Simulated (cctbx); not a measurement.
**Accept or mend?**

Cell a = 5.4290 Å, b = 10.3510 Å, c = 7.5500 Å, α = 90.00°, β = 110.34°, γ = 90.00°; space group P2_1 (no. 4). The compound is Ga2SiO5.

The data are simulated with cctbx, not measured: Cu Kα, λ = 1.54184 Å, to d = 0.83 Å, 95 % of the full sphere, strongest reflection 20000 counts, noise from counting, a 3 % proportional error and a noise floor of 15 counts (s.d.); no absorption.

An anisotropic refinement with weights 1/σ² prints:

```text
Rint 0.032, 1455 unique reflections to 0.83 A
cycle     R1     wR2    GooF  max shift (A)
   1  0.0465  0.0919   1.604   0.01186
   2  0.0324  0.0630   1.099   0.00015
final R1 0.0324 wR2 0.0630 GooF 1.099  parameters 144  data/parameter 10.1
atom        x        y        z      Ueq    occ   su(xyz)  su(Uiso or U11)
Ga1    0.26502  0.43516  0.06485   0.0076  1.000  0.00028  0.0006
Ga2    0.29744  0.06276  0.07249   0.0099  1.000  0.00026  0.0006
Ga3    0.63454  0.25073  0.40688   0.0080  1.000  0.00023  0.0005
Ga4    0.72380  0.93474  0.42482   0.0079  1.000  0.00027  0.0006
Si1    0.36666  0.75093  0.10062   0.0010  1.000  0.00068  0.0011
Si2    0.73374  0.56016  0.43910   0.0015  1.000  0.00060  0.0013  NPD
O1     0.11220  0.87972  0.03337  -0.0015  1.000  0.00144  0.0035  NPD
O2     0.09325  0.61958  0.02517   0.0066  1.000  0.00164  0.0041
O3     0.47999  0.24088  0.10805   0.0024  1.000  0.00113  0.0026  NPD
O4     0.60164  0.93043  0.15077   0.0036  1.000  0.00154  0.0040  NPD
O5     0.61881  0.56779  0.15530   0.0041  1.000  0.00144  0.0038  NPD
O6     0.37068  0.41730  0.34304   0.0041  1.000  0.00175  0.0037  NPD
O7     0.37995  0.08627  0.34524   0.0038  1.000  0.00157  0.0043  NPD
O8     0.50944  0.75179  0.36931   0.0042  1.000  0.00120  0.0029  NPD
O9     0.90002  0.11072  0.47747   0.0035  1.000  0.00154  0.0039
O10    0.88393  0.38595  0.47681   0.0042  1.000  0.00161  0.0039
difference map: max 0.90 min -0.72 rms 0.21
Q1    0.3707  0.7379  0.0490    2    0.90  0.42 A from Si1
Q2    0.3340  0.7967  0.0602    2    0.78  0.56 A from Si1
Q3    0.2224  0.0655  0.5792    2    0.78  0.32 A from Si2
Q4    0.4430  0.6797  0.7736    2    0.74  1.06 A from O3
Q5    0.4901  0.8777  0.4455    2    0.73  1.44 A from O8
Q6    0.1512  0.4285  0.6314    2    0.72  0.92 A from Ga4
```

**Question.** Can this result stand? If not, what is the likely fault?

Mend it. The fault: dispersion terms of the wrong wavelength (0.71073 Å). Against the right model at the same level, R1 goes from 0.0272 to 0.0324 and GooF from 0.94 to 1.10, U of Si2 shrinks from 0.0059 to 0.0015 Å², U of Ga4 swells from 0.0048 to 0.0079 Å², U of Ga1 swells from 0.0048 to 0.0076 Å² and U of Ga3 swells from 0.0053 to 0.0080 Å². f′ and f″ must be those of the data's wavelength; the error mimics a mistyped heavy atom. The signs are weak, and the output alone doesn't single this fault out.

The compound is Ga2SiO5. The right model at the same level gives:

```text
Rint 0.032, 1455 unique reflections to 0.83 A
cycle     R1     wR2    GooF  max shift (A)
   1  0.0284  0.0564   0.985   0.01295
   3  0.0272  0.0538   0.938   0.00003
final R1 0.0272 wR2 0.0538 GooF 0.938  parameters 144  data/parameter 10.1
atom        x        y        z      Ueq    occ   su(xyz)  su(Uiso or U11)
Ga1    0.26492  0.43517  0.06482   0.0048  1.000  0.00024  0.0005
Ga2    0.29764  0.06315  0.07255   0.0072  1.000  0.00026  0.0006
Ga3    0.63450  0.25092  0.40691   0.0053  1.000  0.00025  0.0005
Ga4    0.72354  0.93444  0.42473   0.0048  1.000  0.00024  0.0005
Si1    0.36637  0.74964  0.10069   0.0055  1.000  0.00083  0.0010
Si2    0.73418  0.55905  0.43934   0.0059  1.000  0.00072  0.0012
O1     0.11264  0.88000  0.03377   0.0026  1.000  0.00124  0.0031  NPD
O2     0.09297  0.61924  0.02471   0.0099  1.000  0.00142  0.0035
O3     0.48009  0.24068  0.10811   0.0065  1.000  0.00101  0.0024  NPD
O4     0.60184  0.93122  0.15088   0.0077  1.000  0.00135  0.0036
O5     0.61857  0.56866  0.15511   0.0075  1.000  0.00126  0.0034
O6     0.37021  0.41850  0.34295   0.0079  1.000  0.00155  0.0032
O7     0.38004  0.08722  0.34511   0.0080  1.000  0.00138  0.0038  NPD
O8     0.50992  0.75092  0.36973   0.0090  1.000  0.00104  0.0026  NPD
O9     0.89990  0.11084  0.47748   0.0060  1.000  0.00129  0.0033
O10    0.88374  0.38616  0.47675   0.0095  1.000  0.00142  0.0034
Flack x: -0.09(10)
Hooft y: -0.014(106)  Bijvoet pairs: 683
difference map: max 0.75 min -0.70 rms 0.19
Q1    0.4492  0.6747  0.7724    2    0.77  1.09 A from O3
Q2    0.4309  0.4242  0.6877    2    0.69  0.97 A from Ga4
Q3    0.4175  0.8029  0.7270    2    0.68  1.09 A from Ga3
Q4    0.4892  0.8778  0.4453    2    0.65  1.45 A from O8
Q5    0.0945  0.5566  0.4123    2    0.64  1.00 A from O9
Q6    0.1815  0.7589  0.6700    2    0.63  1.32 A from Ga3
```

The model is made up (kin elements in a known structure type, no relaxation), so it says nothing on whether the phase exists.

[Middle refinement cycles are left out of these outputs.]

[Logs are printed without paths, hosts, clocks, repeated set-up lines and the standing remarks that a program may print on its own settings, such as how far it seeks lower states.]
